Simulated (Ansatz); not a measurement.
# CdH3Pd: relaxing a made-up structure

Starting from a made-up structure for CdH3Pd, the aim is the relaxed cell, its shortest contacts and, where a second run follows, its electronic structure.

Method: DFT, PBEsol, plane-wave PAW, files of the set soft_1, scalar-relativistic, no spin, cell and ions relaxed at zero pressure; PAW set soft_1, in Ansatz 0.2.0.

## (1) The starting structure

It takes space group Pm-3m (No. 221, cubic). The conventional cell has a = 3.517 Å, b = 3.517 Å, c = 3.517 Å, α = 90.00°, β = 90.00°, γ = 90.00°. Cd has 12 H at 2.49 Å nearest. Nearest to Pd lie 6 H at 1.76 Å. Nearest to H lie 2 Pd at 1.76 Å. Farther neighbours are not listed.

## (2) Relaxation of the guess

The guessed cell has no reason to be at equilibrium. It is relaxed with the atoms, within the space group of the guess.

Contents of input.yaml:

```yaml
crystal:
  lattice:
    - [3.517, 0.0, 0.0]
    - [0.0, 3.517, 0.0]
    - [0.0, 0.0, 3.517]
  atoms:
    - { symbol: Cd, position: [0.5, 0.5, 0.5] }
    - { symbol: Pd, position: [0.0, 0.0, 0.0] }
    - { symbol: H, position: [0.0, 0.0, 0.5] }
    - { symbol: H, position: [0.0, 0.5, 0.0] }
    - { symbol: H, position: [0.5, 0.0, 0.0] }
kpoints:
  mp_grid: { grid: [8, 8, 8] }
scf:
  occupations: { method: fermi_dirac, width: 0.05 }
hamiltonian:
  xc: pbesol
  pseudopotentials: { kind: paw, azcp: { folder: soft_1 }, xc_functional: pbe }
relax:
  f_tol: 0.015
  max_steps: 70
  cell: {}
output:
  forces: true
  stress: true
```

Started as:

```
> ansatz run input.yaml --threads 4 --pin off --max-ram 8192MiB --backend cpu --events-out ev --progress --plain --runs-dir out
```

Numbers of over 12 decimals in the logs are rounded to 6 here.

The program printed:

```text
Engine: ansatz 0.2.0, aarch64-unknown-linux-gnu
Pseudopotentials: kind: paw
Pseudopotential: Cd, paw, valence charge 20, recommended cutoff 420 eV (normal), soft_1/Cd.paw.azcp
Pseudopotential: Pd, paw, valence charge 18, recommended cutoff 420 eV (normal), soft_1/Pd.paw.azcp
Pseudopotential: H, paw, valence charge 1, recommended cutoff 420 eV (normal), soft_1/H.paw.azcp
Functional definition: PBEsol
  exchange = pbesol_x
  correlation = pbesol_c
Crystal: 5 atoms, lattice volume = 43.503 Å³
Basis set: ecut = 420 eV, 847 PW (Γ), exchange–correlation on 48×48×48 points (8 copies of the dense FFT grid, shifted against one another)
Bands: 26, of which v1, the nominal top of the filled ones, is band 21 counted from 1 (20 counted from 0)
Symmetry: 48 space group operations
Space group: Pm-3m (ITA 221), of the structure as read, at distance tolerance 3.5e-5 Å
k-points: 35 of 512
Non-local potential: Cd, projectors of the file, l = 0: 3, l = 1: 2, l = 2: 2, l = 3: 1
Non-local potential: Pd, projectors of the file, l = 0: 2, l = 1: 2, l = 2: 2, l = 3: 1
Non-local potential: H, projectors of the file, l = 0: 2, l = 1: 1
PAW form: soft (Blöchl's): semilocal exchange-correlation on the pseudo side does not see the compensation charge
PAW frozen core: Cd, regenerated for the run's functional, and the local potential with it (the file was generated under x = pbe(κ = 0.804, μ = 0.219515), c = pbe(β = 0.066725))
PAW frozen core: Pd, regenerated for the run's functional, and the local potential with it (the file was generated under x = pbe(κ = 0.804, μ = 0.219515), c = pbe(β = 0.066725))
PAW one-centre angular grid: Cd, 590 points (default); XC on 64 Gauss nodes
PAW one-centre angular grid: Pd, 590 points (default); XC on 64 Gauss nodes
PAW one-centre angular grid: H, 110 points (default); XC on 64 Gauss nodes
Initial density: superposition of atomic densities (chi_scale 0.1, normalization cell, long waves kept (reshape's long-wave potential 0.00 eV rms))
Initial wavefunctions: pseudopotential atomic-orbital guess
Functional: x = pbesol(κ = 0.804, μ = 0.123457), c = pbesol(β = 0.046)
SCF iter   1: F=—  HF=-15143.534958 eV  |F-HF|=—  |Δ(HF+E_count)|=         —  Δρ=2.47e-1  dr2=3.64e1  ethr=3.10e-3  ⟨swp⟩=5.1  Hψ=3502  notcnv=0
preconditioner: auto → Kerker (q_TF=auto, 2.701 Å⁻¹)  [metal: Δε(μ)=0.093 eV  Ē_g=11.783 eV  σ=0.050 eV  W_gap=0.43  n_scr=18 (ndim 8)  ℏωp=28.1 eV  f_vac=0.000  D(μ)=1.70/eV (n_scr^D=18)]
SCF iter   2: F=—  HF=-15138.585760 eV  |F-HF|=—  |Δ(HF+E_count)|=    4.95e0  Δρ=1.14e-1  dr2=8.35e0  ethr=3.10e-3  ⟨swp⟩=2.6  Hψ=2099  notcnv=0  defer=16
SCF iter   3: F=—  HF=-15137.018560 eV  |F-HF|=—  |Δ(HF+E_count)|=    1.57e0  Δρ=2.31e-2  dr2=3.48e-1  ethr=3.10e-3  ⟨swp⟩=2.3  Hψ=1618  notcnv=0  defer=17
SCF iter   4: F=—  HF=-15136.936333 eV  |F-HF|=—  |Δ(HF+E_count)|=   8.22e-2  Δρ=4.70e-3  dr2=7.21e-3  ethr=8.50e-4  ⟨swp⟩=2.1  Hψ=1364  notcnv=0  defer=17
SCF iter   5: F=—  HF=-15136.934629 eV  |F-HF|=—  |Δ(HF+E_count)|=   1.70e-3  Δρ=1.75e-3  dr2=1.22e-3  ethr=1.76e-5  ⟨swp⟩=2.1  Hψ=1534  notcnv=0  defer=17
SCF iter   6: F=—  HF=-15136.934284 eV  |F-HF|=—  |Δ(HF+E_count)|=   3.45e-4  Δρ=4.21e-4  dr2=1.37e-4  ethr=2.99e-6  ⟨swp⟩=2.0  Hψ=1463  notcnv=0  defer=17
SCF iter   7: F=—  HF=-15136.934266 eV  |F-HF|=—  |Δ(HF+E_count)|=   1.81e-5  Δρ=1.09e-4  dr2=3.12e-6  ethr=3.34e-7  ⟨swp⟩=2.1  Hψ=1118  notcnv=0  defer=17
SCF iter   8: F=—  HF=-15136.934255 eV  |F-HF|=—  |Δ(HF+E_count)|=   1.11e-5  Δρ=1.74e-5  dr2=6.46e-8  ethr=2.44e-10  ⟨swp⟩=2.9  Hψ=3562  notcnv=0
SCF iter   9: F=-15136.934255 eV  HF=-15136.934255 eV  |F-HF|=6.73e-10  |Δ(HF+E_count)|=   2.92e-8  Δρ=2.29e-6  dr2=1.09e-9  ethr=1.57e-10  ⟨swp⟩=2.0  Hψ=2820  notcnv=0
SCF 1 converged in 9 iterations: F = -15136.934255 eV  dr2 = 1.09e-9
  greatest PAW one-centre occupation: 1.000 electrons in one spin orbital (limit 2), on the Cd atom at site 0 (counted from 0), in its partial waves of l = 0
relax step   1: F+E_penalty+E_count = -15136.93425471 eV  Δ(F+E_penalty+E_count) = +0.000e0 eV  max|allowed force component| = 2.413e-28 eV/Å  Δτ_max = 0.0000 Å  P = +10.869 GPa  Ω = 43.503 Å³  (9 SCF iters, dr2 threshold 1.00e-7 eV, accepted)
Crystal: 5 atoms, lattice volume = 49.509 Å³
Basis set: ecut = 420 eV, 949 PW (Γ), exchange–correlation on 48×48×48 points (8 copies of the dense FFT grid, shifted against one another)
Initial density: handed on by an earlier stage of this run
Initial wavefunctions: those handed on with the density
iter 1 solved again at ethr=9.62e-4 eV; its pass at ethr=3.10e-3 eV (dr2=3.94e-1 eV) is discarded
SCF iter   1: F=—  HF=-15137.096820 eV  |F-HF|=—  |Δ(HF+E_count)|=         —  Δρ=2.32e-2  dr2=4.01e-1  ethr=9.62e-4  ⟨swp⟩=1.0  Hψ=4700  notcnv=0
preconditioner: auto → Kerker (q_TF=auto, 2.644 Å⁻¹)  [metal: Δε(μ)=0.015 eV  Ē_g=11.068 eV  σ=0.050 eV  W_gap=0.08  n_scr=18 (ndim 8)  ℏωp=26.4 eV  f_vac=0.000  D(μ)=2.66/eV (n_scr^D=26)]
SCF iter   2: F=—  HF=-15137.015497 eV  |F-HF|=—  |Δ(HF+E_count)|=   8.13e-2  Δρ=9.34e-3  dr2=2.45e-2  ethr=9.62e-4  ⟨swp⟩=2.0  Hψ=1262  notcnv=0
SCF iter   3: F=—  HF=-15137.009431 eV  |F-HF|=—  |Δ(HF+E_count)|=   6.07e-3  Δρ=4.44e-3  dr2=7.30e-3  ethr=5.98e-5  ⟨swp⟩=1.6  Hψ=1215  notcnv=0
SCF iter   4: F=—  HF=-15137.007321 eV  |F-HF|=—  |Δ(HF+E_count)|=   2.11e-3  Δρ=6.30e-4  dr2=1.04e-4  ethr=1.78e-5  ⟨swp⟩=2.0  Hψ=1445  notcnv=0
SCF iter   5: F=—  HF=-15137.007306 eV  |F-HF|=—  |Δ(HF+E_count)|=   1.47e-5  Δρ=1.35e-4  dr2=9.27e-6  ethr=2.55e-7  ⟨swp⟩=2.8  Hψ=1328  notcnv=0
SCF iter   6: F=—  HF=-15137.007305 eV  |F-HF|=—  |Δ(HF+E_count)|=   7.65e-7  Δρ=4.55e-5  dr2=1.18e-6  ethr=2.26e-8  ⟨swp⟩=2.0  Hψ=1287  notcnv=0
SCF iter   7: F=-15137.007305 eV  HF=-15137.007305 eV  |F-HF|=2.13e-8  |Δ(HF+E_count)|=   2.12e-8  Δρ=1.03e-5  dr2=5.77e-8  ethr=1.22e-9  ⟨swp⟩=4.0  Hψ=2715  notcnv=0
SCF 2 converged in 7 iterations: F = -15137.007305 eV  dr2 = 5.77e-8
relax step   2: F+E_penalty+E_count = -15137.00730542 eV  Δ(F+E_penalty+E_count) = -7.305e-2 eV  max|allowed force component| = 4.106e-29 eV/Å  Δτ_max = 0.0000 Å  P = -4.919 GPa  Ω = 49.509 Å³  energy of the carried Pulay correction = -3.768e-3 eV  (7 SCF iters, dr2 threshold 5.00e-7 eV, accepted)
Crystal: 5 atoms, lattice volume = 47.468 Å³
Basis set: ecut = 420 eV, 925 PW (Γ), exchange–correlation on 48×48×48 points (8 copies of the dense FFT grid, shifted against one another)
iter 1 solved again at ethr=9.72e-5 eV; its pass at ethr=3.10e-3 eV (dr2=3.99e-2 eV) is discarded
SCF iter   1: F=—  HF=-15137.054261 eV  |F-HF|=—  |Δ(HF+E_count)|=         —  Δρ=7.55e-3  dr2=4.02e-2  ethr=9.72e-5  ⟨swp⟩=1.0  Hψ=4479  notcnv=0
preconditioner: auto → Kerker (q_TF=auto, 2.662 Å⁻¹)  [metal: Δε(μ)=0.023 eV  Ē_g=11.235 eV  σ=0.050 eV  W_gap=0.11  n_scr=18 (ndim 8)  ℏωp=26.9 eV  f_vac=0.000  D(μ)=2.86/eV (n_scr^D=26)]
SCF iter   2: F=—  HF=-15137.046377 eV  |F-HF|=—  |Δ(HF+E_count)|=   7.88e-3  Δρ=2.93e-3  dr2=2.11e-3  ethr=9.72e-5  ⟨swp⟩=2.0  Hψ=1249  notcnv=0
SCF iter   3: F=—  HF=-15137.045899 eV  |F-HF|=—  |Δ(HF+E_count)|=   4.78e-4  Δρ=1.43e-3  dr2=6.51e-4  ethr=5.15e-6  ⟨swp⟩=2.0  Hψ=1569  notcnv=0
SCF iter   4: F=—  HF=-15137.045710 eV  |F-HF|=—  |Δ(HF+E_count)|=   1.89e-4  Δρ=1.70e-4  dr2=6.70e-6  ethr=1.59e-6  ⟨swp⟩=2.1  Hψ=1460  notcnv=0
SCF iter   5: F=—  HF=-15137.045686 eV  |F-HF|=—  |Δ(HF+E_count)|=   2.46e-5  Δρ=3.98e-5  dr2=4.61e-7  ethr=1.22e-9  ⟨swp⟩=4.1  Hψ=2897  notcnv=0
SCF iter   6: F=-15137.045686 eV  HF=-15137.045686 eV  |F-HF|=2.34e-8  |Δ(HF+E_count)|=   2.23e-8  Δρ=1.22e-5  dr2=6.39e-8  ethr=1.13e-9  ⟨swp⟩=2.3  Hψ=3156  notcnv=0
SCF 3 converged in 6 iterations: F = -15137.045686 eV  dr2 = 6.39e-8
relax step   3: F+E_penalty+E_count = -15137.04568561 eV  Δ(F+E_penalty+E_count) = -3.838e-2 eV  max|allowed force component| = 9.897e-30 eV/Å  Δτ_max = 0.0000 Å  P = -0.748 GPa  Ω = 47.468 Å³  energy of the carried Pulay correction = -2.543e-3 eV  (6 SCF iters, dr2 threshold 5.00e-7 eV, accepted)
Crystal: 5 atoms, lattice volume = 47.119 Å³
iter 1 solved again at ethr=2.75e-6 eV; its pass at ethr=3.10e-3 eV (dr2=1.13e-3 eV) is discarded
SCF iter   1: F=—  HF=-15137.046921 eV  |F-HF|=—  |Δ(HF+E_count)|=         —  Δρ=1.32e-3  dr2=1.23e-3  ethr=2.75e-6  ⟨swp⟩=2.3  Hψ=4363  notcnv=0
preconditioner: auto → Kerker (q_TF=auto, 2.666 Å⁻¹)  [metal: Δε(μ)=0.017 eV  Ē_g=11.298 eV  σ=0.050 eV  W_gap=0.09  n_scr=18 (ndim 8)  ℏωp=27.0 eV  f_vac=0.000  D(μ)=2.82/eV (n_scr^D=26)]
SCF iter   2: F=—  HF=-15137.046689 eV  |F-HF|=—  |Δ(HF+E_count)|=   2.32e-4  Δρ=5.22e-4  dr2=6.80e-5  ethr=2.75e-6  ⟨swp⟩=2.0  Hψ=1093  notcnv=0
SCF iter   3: F=—  HF=-15137.046651 eV  |F-HF|=—  |Δ(HF+E_count)|=   3.82e-5  Δρ=2.48e-4  dr2=2.11e-5  ethr=1.66e-7  ⟨swp⟩=2.0  Hψ=1166  notcnv=0
SCF iter   4: F=-15137.046645 eV  HF=-15137.046645 eV  |F-HF|=2.05e-7  |Δ(HF+E_count)|=   6.10e-6  Δρ=4.20e-5  dr2=4.98e-7  ethr=1.22e-9  ⟨swp⟩=2.6  Hψ=3560  notcnv=0
SCF 4 converged in 4 iterations: F = -15137.046645 eV  dr2 = 4.98e-7
relax step   4: F+E_penalty+E_count = -15137.04664491 eV  Δ(F+E_penalty+E_count) = -9.593e-4 eV  max|allowed force component| = 2.185e-29 eV/Å  Δτ_max = 0.0000 Å  P = +0.067 GPa  Ω = 47.119 Å³  energy of the carried Pulay correction = -2.328e-3 eV  (4 SCF iters, dr2 threshold 5.00e-7 eV, accepted)
Crystal: 5 atoms, lattice volume = 47.147 Å³
iter 1 solved again at ethr=2.31e-8 eV; its pass at ethr=3.10e-3 eV (dr2=9.47e-6 eV) is discarded
SCF iter   1: F=—  HF=-15137.046642 eV  |F-HF|=—  |Δ(HF+E_count)|=         —  Δρ=1.32e-4  dr2=1.04e-5  ethr=2.31e-8  ⟨swp⟩=2.1  Hψ=4305  notcnv=0
preconditioner: auto → Kerker (q_TF=auto, 2.666 Å⁻¹)  [metal: Δε(μ)=0.037 eV  Ē_g=11.298 eV  σ=0.050 eV  W_gap=0.18  n_scr=18 (ndim 8)  ℏωp=27.0 eV  f_vac=0.000  D(μ)=2.81/eV (n_scr^D=26)]
SCF iter   2: F=—  HF=-15137.046634 eV  |F-HF|=—  |Δ(HF+E_count)|=   7.47e-6  Δρ=4.04e-5  dr2=2.95e-7  ethr=2.31e-8  ⟨swp⟩=2.0  Hψ=1096  notcnv=0
SCF iter   3: F=—  HF=-15137.046634 eV  |F-HF|=—  |Δ(HF+E_count)|=   5.28e-8  Δρ=1.94e-5  dr2=8.70e-8  ethr=2.74e-11  ⟨swp⟩=4.0  Hψ=2919  notcnv=0
SCF iter   4: F=-15137.046634 eV  HF=-15137.046634 eV  |F-HF|=1.23e-9  |Δ(HF+E_count)|=   1.10e-8  Δρ=2.57e-6  dr2=2.45e-9  ethr=2.74e-11  ⟨swp⟩=2.8  Hψ=3025  notcnv=0
SCF 5 converged in 4 iterations: F = -15137.046634 eV  dr2 = 2.45e-9
relax step   5: F+E_penalty+E_count = -15137.04663423 eV  Δ(F+E_penalty+E_count) = +1.069e-5 eV  max|allowed force component| = 1.042e-29 eV/Å  Δτ_max = 0.0000 Å  P = +0.003 GPa  Ω = 47.147 Å³  energy of the carried Pulay correction = -2.345e-3 eV  (4 SCF iters, dr2 threshold 1.12e-8 eV, accepted)
Basis set: ecut = 420 eV, 925 PW (Γ), exchange–correlation on 50×50×50 points (8 copies of the dense FFT grid, shifted against one another)
Initial wavefunctions: pseudopotential atomic-orbital guess (no wavefunctions were taken with the density)
iter 1 solved again at ethr=3.54e-8 eV; its pass at ethr=3.10e-3 eV (dr2=1.45e-5 eV) is discarded
SCF iter   1: F=—  HF=-15137.049264 eV  |F-HF|=—  |Δ(HF+E_count)|=         —  Δρ=4.82e-4  dr2=4.17e-6  ethr=3.54e-8  ⟨swp⟩=3.3  Hψ=5974  notcnv=0
preconditioner: auto → Kerker (q_TF=auto, 2.666 Å⁻¹)  [metal: Δε(μ)=0.036 eV  Ē_g=11.298 eV  σ=0.050 eV  W_gap=0.18  n_scr=18 (ndim 8)  ℏωp=27.0 eV  f_vac=0.000  D(μ)=2.81/eV (n_scr^D=26)]
SCF iter   2: F=—  HF=-15137.049289 eV  |F-HF|=—  |Δ(HF+E_count)|=   2.57e-5  Δρ=2.46e-4  dr2=1.08e-6  ethr=1.02e-8  ⟨swp⟩=2.1  Hψ=1462  notcnv=0
SCF iter   3: F=—  HF=-15137.049319 eV  |F-HF|=—  |Δ(HF+E_count)|=   2.93e-5  Δρ=2.56e-5  dr2=1.97e-8  ethr=2.63e-9  ⟨swp⟩=2.0  Hψ=1109  notcnv=0
SCF iter   4: F=—  HF=-15137.049319 eV  |F-HF|=—  |Δ(HF+E_count)|=   2.61e-7  Δρ=2.82e-6  dr2=1.08e-9  ethr=4.81e-11  ⟨swp⟩=2.0  Hψ=1514  notcnv=0
SCF iter   5: F=—  HF=-15137.049319 eV  |F-HF|=—  |Δ(HF+E_count)|=   2.69e-9  Δρ=1.09e-6  dr2=2.89e-10  ethr=2.64e-12  ⟨swp⟩=2.5  Hψ=1501  notcnv=0
SCF iter   6: F=-15137.049319 eV  HF=-15137.049319 eV  |F-HF|=9.09e-12  |Δ(HF+E_count)|=  2.64e-10  Δρ=1.57e-7  dr2=4.33e-12  ethr=1.00e-12  ⟨swp⟩=2.5  Hψ=3257  notcnv=0
SCF 6 converged in 6 iterations: F = -15137.049319 eV  dr2 = 4.33e-12
relax step   6: F+E_penalty+E_count = -15137.04931892 eV  Δ(F+E_penalty+E_count) = -2.685e-3 eV  max|allowed force component| = 7.119e-30 eV/Å  Δτ_max = 0.0000 Å  P = +0.035 GPa  Ω = 47.147 Å³  stress off target by 3.47e-2 GPa  SCF on the basis re-selected at this cell (its energy is not comparable with the rows above)  (6 SCF iters)
basis re-selected at this cell: Δ(F+E_penalty+E_count) = -2.685e-3 eV, ΔP = +0.032 GPa vs the last step (what re-selecting the basis moved, of the pressure what is left beyond the Pulay correction that the steps carried, after the strain that the cell walked since its last selection, with what the two solves' SCF thresholds leave and, on support functions, any second-order correction that the steps lacked; it is no measure of the basis error at this ecutwfc). The dense FFT grid was sized anew with the basis: this SCF ran on 25×25×25 points, the steps before it on 24×24×24, so part of this shift can come from that change (see relax.cell in the input reference). [rest of the remark cut]
SCF converged after 6 iterations
Free energy (F): -15137.049319 eV
Harris-Foulkes:  -15137.049319 eV  (|F-HF|=9.09e-12)
Internal energy: -15137.027581 eV  (E = F + TS)
E sigma→0 (E₀):  -15137.038450 eV
Entropy (-TS):   -0.021738 eV (-4.348 meV/atom)
Fermi energy:    14.101866 eV
--- Per-component energies (eV) ---
  E_band       = -663.873237
  E_kinetic    = 927.687940
  E_local      = -5377.078504  (includes V_loc(G=0)·N_el)
  E_nonlocal   = 497.084956
  E_hartree    = 2339.745298
  E_xc         = -319.737590
  E_vxc        = -405.102761  (∫ρ·V_xc dr)
  E_paw        = -7776.735148  (= ΣΔE_a)
  E_vpaw       = -985.953575  (= ΣTr[D̂ρ^β])
  E_aug_tail   = -0.001944  (compensation charges beyond the density's cutoff)
  E_ewald      = -5428.637076
  E_core_change = 0.644486  (= ΣΔE_core)
  E_smearing   = -0.021738  (= −TS)
  E_closure    = -0.000000  (closes the sum)
  Σ components = -15137.049319   (vs F -15137.049319, Δ=0.00e0)
--- Forces (eV/Å), atoms counted from 1 ---
  atom   1  Cd     0.00000000     0.00000000     0.00000000
  atom   2  Pd    -0.00000000    -0.00000000     0.00000000
  atom   3  H      0.00000000     0.00000000     0.00000000
  atom   4  H     -0.00000000     0.00000000    -0.00000000
  atom   5  H      0.00000000    -0.00000000     0.00000000
  max |Σ_I F_I| component: 6.48e-30 eV/Å
--- Stress (GPa, compression-positive) ---
        0.034675       0.000000      -0.000000
        0.000000       0.034675      -0.000000
       -0.000000      -0.000000       0.034675
  P = ⅓ Tr σ = 0.0347 GPa (0.347 kbar)
--- Relaxed structure (5 steps of the walk, 5 accepted, 1 SCFs on fresh bases) ---
  F+E_penalty+E_count = -15137.04931892 eV   max|allowed force component| = 7.119e-30 eV/Å   (the final SCF, on the basis selected at the relaxed cell)
  cell:  # Å, volume = 47.1467 Å³
    - [3.612576, 0, 0]
    - [0, 3.612576, 0]
    - [0, 0, 3.612576]
  atoms:
    - { symbol: Cd, position: [0.5, 0.5, 0.5] }
    - { symbol: Pd, position: [0, 0, 0] }
    - { symbol: H, position: [0, 0, 0.5] }
    - { symbol: H, position: [0, 0.5, 0] }
    - { symbol: H, position: [0.5, 0, 0] }
```

Run time: 3.3 s. Hardware: 4 threads of Arm Neoverse V2, shared host; peak memory 0.35 GiB; 9.9 s of CPU time.

Relaxation path:

| step | energy less that of the first step (eV) | largest force component (eV/Å) | pressure (GPa) | volume (Å³) |
| --- | --- | --- | --- | --- |
| 1 | 0.0000 | 0.0000 | 10.87 | 43.50 |
| 2 | -0.0730 | 0.0000 | -4.92 | 49.51 |
| 3 | -0.1114 | 0.0000 | -0.75 | 47.47 |
| 4 | -0.1124 | 0.0000 | 0.07 | 47.12 |
| 5 | -0.1124 | 0.0000 | 0.00 | 47.15 |
| 6* | -0.1151 | 0.0000 | 0.03 | 47.15 |

Relaxation steps marked * repeat the geometry before them on a plane-wave basis chosen anew for their cell, so energy and pressure can jump there.

The run keeps the 48 symmetry operations that it works with, so distortions that break them were not tested.

| conventional cell, symmetrised | before | after | change |
| --- | --- | --- | --- |
| a (Å) | 3.517 | 3.613 | +2.7 % |
| b (Å) | 3.517 | 3.613 | +2.7 % |
| c (Å) | 3.517 | 3.613 | +2.7 % |
| volume (Å³/atom) | 8.70 | 9.43 | +8.4 % |

Final coordinates:

```xyz
5
Lattice="3.6126 0.0000 0.0000 0.0000 3.6126 0.0000 0.0000 0.0000 3.6126" Properties=species:S:1:pos:R:3 pbc="T T T"
Cd    1.8063    1.8063    1.8063
Pd    0.0000    0.0000    0.0000
H     0.0000    0.0000    1.8063
H     0.0000    1.8063    0.0000
H     1.8063    0.0000    0.0000
```

Numbers from this step:

```
free energy             : -15137.0493 eV
energy at zero smearing : -15137.0384 eV
smearing term TS        : 0.02174 eV
Fermi energy            : 14.10 eV
electrons               : 41
symmetry operations     : 48
pressure                : 0.03467 GPa
```

The shortest distance of each pair, which need not be the same contact before and after:

| pair | guess (Å) | relaxed (Å) |
| --- | --- | --- |
| H–Pd | 1.758 | 1.806 |
| Cd–H | 2.487 | 2.554 |
| H–H | 2.487 | 2.554 |
| Cd–Pd | 3.046 | 3.129 |
| Cd–Cd | 3.517 | 3.613 |

The relaxation ends with a pressure of 0.03 GPa.

## (3) Summary of results

```json
{
  "space group, relaxed": "Pm-3m",
  "conventional cell": "a = 3.613, b = 3.613, c = 3.613 Å; α = 90.0°, β = 90.0°, γ = 90.0°",
  "volume per atom": "9.43 Å³ (guess 8.70)"
}
```

**Reading.** CdH3Pd relaxes to Pm-3m with a = 3.613, b = 3.613 and c = 3.613 Å. The guessed volume was 8 % too small. The space group Pm-3m was held in the relaxation, so the end point is a stationary structure within it and may be a saddle against distortions or other arrangements. Mesh and cutoff weren't tested. No dispersion term is used, so weakly bound directions may come out too long. The runs have no spin, and magnetism wasn't tested. Nothing here tests whether the compound is stable against decomposition.

[Logs are printed without paths, hosts, clocks, repeated set-up lines and the standing remarks that a program may print on its own settings, such as how far it seeks lower states.]

[Hosts, paths, dates, database ids (printed as entryN), source tags and the programs' standing remarks are cut or masked in the printed files.]
